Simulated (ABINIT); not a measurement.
# A GW chain in ABINIT: Te (P3_121), part 3 of 3

Aim: the G0W0 gap of Te (P3_121) on PBE, step by step.

ABINIT 10.8.3; PBE and many-body steps on it, plane waves. Known limits of the many-body steps: not at the basis limit; model gap, bands may invert with spin-orbit coupling; screening runs away on this mesh; no spin-orbit coupling; coarse k mesh.

So far. Step 4 (Empty states on the mesh, 3×3×2 mesh, 115 bands): On this mesh the gap is 0.182 eV. Step 5 (Screening, 3×3×2 mesh, 105 bands, screening to 98 eV): Local fields lower ε∞ by 20 %. The value itself is an artefact of the mesh, where one narrow direct gap carries too much weight.

### Step 6. Self-energy, 3×3×2 mesh, 105 bands, screening to 98 eV

The self-energy is evaluated for the states that the input lists, and the levels follow from it, in one-shot runs by the linearised quasiparticle equation.

This step: G0W0 on PBE, plane waves, norm-conserving pseudopotentials.

run.abi

```
acell 3*1.0 Angstrom
rprim 
  4.457199999972 0.000000000006 0.000000000000
  -2.228599999992 3.860048429721 0.000000000000
  0.000000000000 0.000000000000 5.929000000000
ntypat 1
znucl 52
natom 3
typat 1 1 1
xred 
  0.263300000000 0.000000000000 0.333333333333
  0.000000000000 0.263300000000 0.666666666667
  0.736700000000 0.736700000000 -0.000000000000
pp_dirpath "pseudos"
pseudos "Te.upf"
ecut 39
ngkpt 3 3 2
nshiftk 1
shiftk 0 0 0
kptopt 1
chksymbreak 0
istwfk *1
occopt 1
irdwfk 1
optdriver 4
nband 105
gwcalctyp 0
ecutsigx 39
symsigma 1
nkptgw 2
kptgw 
  0.3333333333 0.3333333333 0.5000000000
  0.0000000000 0.0000000000 0.0000000000
bdgw 
  35 39
  34 38
ecuteps 3.6
irdscr 1
ppmodel 1
indata_prefix "in"
outdata_prefix "out"
tmpdata_prefix "tmp"
```

Run with:

```sh
OMP_NUM_THREADS=1 mpirun -n 8 abinit run.abi > log
```

Numbers of over 12 decimals in the logs are rounded to 6 here.

Log:

```text
.Version 10.8.3 of ABINIT. v10.8.2 released Aug 2026.

 Symmetries : space group P3_1 2 1 (#152); Bravais hP (primitive hexag.)
[... echo of the input left out ...]
== DATASET  1 ==================================================================
-   mpi_nproc: 8, omp_nthreads: 1 (-1 if OMP is not activated)

--- !DatasetInfo
iteration_state: {dtset: 1, }
dimensions: {natom: 3, nkpt: 6, mband: 105, nsppol: 1, nspinor: 1, nspden: 1, mpw: 8029, }
cutoff_energies: {ecut:  39.0, pawecutdg:  -1.0, }
electrons: {nelect:   7.20000000E+01, charge:   0.00000000E+00, occopt:   1.00000000E+00, tsmear:   1.00000000E-02, }

 SIGMA: Calculation of the GW corrections

 Based on a program developped by R.W. Godby, V. Olevano, G. Onida, and L. Reining.
 Incorporated in ABINIT by V. Olevano, G.-M. Rignanese, and M. Torrent.
.Using double precision arithmetic ; gwpc =  8

[... cell and pseudopotentials left out ...]
--------------------------------------------------------------------------------

 ==== K-mesh for the wavefunctions ====
 Number of points in the irreducible wedge :     6
[... list of points left out ...]
 Together with  6 symmetry operations and time-reversal symmetry
 yields    18 points in the full Brillouin Zone.

 ==== Q-mesh for screening function ====
 Number of points in the irreducible wedge :     6
[... list of points left out ...]
 Together with  6 symmetry operations and time-reversal symmetry
 yields    18 points in the full Brillouin Zone.

 vcoul_init : cutoff-mode = AUXILIARY_FUNCTION
 q-points for optical limit:   1
     1)      0.000010    0.000020    0.000030
 setmesh: FFT mesh size selected  =    45x   45x   72
          total number of points  =       145800

 Number of electrons calculated from density =   72.0000; Expected =   72.0000
 average of density, n =  0.104592
 r_s =    1.3167
 omega_plasma =   31.1965 [eV]

 === KS Band Gaps ===
  >>>> For spin  1
   Minimum direct gap =   0.1818 [eV], located at k-point      :   0.3333  0.3333  0.5000
   Fundamental gap    =   0.1818 [eV], Top of valence bands at :   0.3333  0.3333  0.5000
                                       Bottom of conduction at :   0.3333  0.3333  0.5000
 SIGMA fundamental parameters:
 PLASMON POLE MODEL  1
 number of plane-waves for SigmaX                 8029
 number of plane-waves for SigmaC and W            225
 number of plane-waves for wavefunctions          8029
 number of bands                                   105
 number of independent spin polarizations            1
 number of spinorial components                      1
 number of k-points in IBZ                           6
 number of q-points in IBZ                           6
 number of symmetry operations                       6
 number of k-points in BZ                           18
 number of q-points in BZ                           18
 number of frequencies for dSigma/dE                 9
 frequency step for dSigma/dE [eV]                0.25
 number of omega for Sigma on real axis              0
 max omega for Sigma on real axis  [eV]           0.00
 zcut for avoiding poles [eV]                     0.10

 EPSILON^-1 parameters (SCR file):
 dimension of the eps^-1 matrix on file            225
 dimension of the eps^-1 matrix used               225
 number of plane-waves for wavefunctions          8029
 number of bands                                   105
 number of q-points in IBZ                           6
 number of frequencies                               2
 number of real frequencies                          1
 number of imag frequencies                          1

 matrix elements of self-energy operator (all in [eV])

 Perturbative Calculation

--- !SelfEnergy_ee
iteration_state: {dtset: 1, }
kpoint     : [   0.333,    0.333,    0.500, ]
spin       : 1
KS_gap     :    0.182
QP_gap     :    0.428
Delta_QP_KS:    0.246
data: !SigmaeeData |
     Band     E0 <VxcDFT>   SigX SigC(E0)      Z dSigC/dE  Sig(E)    E-E0       E
       35   6.789 -13.358 -14.464   1.366   0.792  -0.263 -13.152   0.206   6.994
       36   6.789 -13.358 -14.464   1.366   0.792  -0.263 -13.152   0.206   6.994
       37   6.970 -12.734  -9.278  -2.887   0.794  -0.260 -12.282   0.452   7.422
       38   8.255 -12.751  -9.028  -3.127   0.793  -0.261 -12.278   0.473   8.728
       39   8.255 -12.751  -9.028  -3.127   0.793  -0.261 -12.278   0.473   8.728

--- !SelfEnergy_ee
iteration_state: {dtset: 1, }
kpoint     : [   0.000,    0.000,    0.000, ]
spin       : 1
KS_gap     :    1.788
QP_gap     :    2.217
Delta_QP_KS:    0.429
data: !SigmaeeData |
     Band     E0 <VxcDFT>   SigX SigC(E0)      Z dSigC/dE  Sig(E)    E-E0       E
       34   5.149 -12.231 -14.293   2.088   0.784  -0.276 -12.211   0.021   5.170
       35   5.149 -12.231 -14.293   2.088   0.784  -0.276 -12.211   0.021   5.170
       36   6.054 -12.584 -14.420   1.918   0.787  -0.271 -12.520   0.064   6.118
       37   7.841 -13.079  -9.444  -3.011   0.790  -0.266 -12.586   0.493   8.335
       38   7.841 -13.079  -9.444  -3.011   0.790  -0.266 -12.586   0.493   8.335

== END DATASET(S) ==============================================================
================================================================================

 -outvars: echo values of variables after computation  --------
           etotal      0.0000000000E+00
            nband         105
             nkpt           6
          spgroup         152
 [... the other variables as echoed above ...]

 Calculation completed.
```

The job ended after 6.1 s (8 MPI ranks of AMD EPYC 7B13 (Zen 3), shared host; peak memory 1.7 GiB; 47 s of CPU time).

Numbers from this step:

- G0W0 gap on the points computed: 0.4280 eV
- starting gap on the mesh: 0.1818 eV
- k of the valence top: 0.3333, 0.3333, 0.5
- k of the conduction bottom: 0.3333, 0.3333, 0.5
- Z at the valence top: 0.792
- Z at the conduction bottom: 0.794
- least direct G0W0 gap on the computed points: 0.4280 eV

The gap on the mesh goes from 0.18 eV to 0.43 eV, a correction of +0.25 eV.

Limits: finite bands, cutoff and mesh; model gap, bands may invert with spin-orbit coupling; no spin-orbit coupling; coarse k mesh. v1 is the top filled band, c1 the lowest empty one. The levels before and after the correction (eV, zero at the valence-band top of each column):

```csv
,conduction bottom,valence top
Kohn-Sham,0.18,0.00
G0W0,0.43,0.00
```

```
                             level  energy (eV)
Kohn-Sham  (0.333 0.333 0.5) v2-v1        0.000
Kohn-Sham     (0.333 0.333 0.5) c1        0.182
Kohn-Sham  (0.333 0.333 0.5) c2-c3        1.466
     G0W0  (0.333 0.333 0.5) v2-v1        0.000
     G0W0     (0.333 0.333 0.5) c1        0.428
     G0W0  (0.333 0.333 0.5) c2-c3        1.734
```

### Step 7. Where the time went

Times are wall times on the hardware named with each run, good to a factor of about two.

```csv
step,time,share,memory (GiB)
ground state,26 s,23 %,0.91
bands along the symmetry lines,30 s,27 %,0.84
empty states on the mesh,30 s,26 %,0.62
screening,21 s,19 %,2.3
self-energy,6.1 s,5 %,1.7
```

### Step 8. Results

```
PBE gap              : 0.18 eV, direct
G0W0 gap on the mesh : 0.43 eV
GW settings          : 3×3×2 mesh, 105 bands, screening to 98 eV, Godby-Needs plasmon pole
known limits         : not at the basis limit; model gap, bands may invert with spin-orbit coupling; screening runs away on this mesh; no spin-orbit coupling; coarse k mesh
```

What this shows: G0W0 moves the gap on the mesh from 0.18 eV to 0.43 eV (+0.25 eV), with Z of 0.79 and 0.79 at the edges. Local fields lower the RPA ε∞ on this mesh from 1747.06 to 1398.79; a Γ-centred mesh this coarse tends to raise both, most where the direct gap is narrow, while a short band sum lowers them. Only 2 of the mesh's irreducible points were corrected, so a valley elsewhere could overtake. Bands and cutoff are finite, so the gap is not at the basis limit. The miss can reach some tenths of an eV and take either sign; the mesh is an error of its own. In the G0W0 run levels were corrected at 2 k points alone, so a gap called «on the mesh» is the least over those, and an edge elsewhere would be missed. The 3×3×2 mesh is coarse for this cell, which bears on the long-range parts of exchange and screening. With atoms this heavy and so narrow a gap, spin-orbit coupling can invert the bands. These scalar-relativistic gaps are then model values, not to be set against experiment, and a spin-orbit change taken from DFT can't simply be added. On this mesh the RPA ε∞ passes 90, more than nearly any semiconductor shows; a coarse mesh does this where one point with a narrow direct gap carries much weight. The screening is then too strong, and the G0W0 gap should not be taken as the material's.

[Paths, hosts, dates, memory and timing lines, banners, echoed tables and standing remarks are left out of the program output.]

[Logs are printed without paths, hosts, clocks, repeated set-up lines and the standing remarks that a program may print on its own settings, such as how far it seeks lower states.]

[Runs of the session that timed out or met a known fault of the program may be left out.]

[Hosts, paths, dates, database ids (printed as entryN), source tags and the programs' standing remarks are cut or masked in the printed files.]

[G0W0 gaps are taken among the corrected bands and points alone; a level outside them can change the order at an edge.]

[Where Ansatz stands beside ABINIT at settings called matched, ABINIT's density can come from a denser mesh and the files from another edition; pairs whose starting gaps differed by over 0.03 eV were left out, so agreement reads better than it is.]
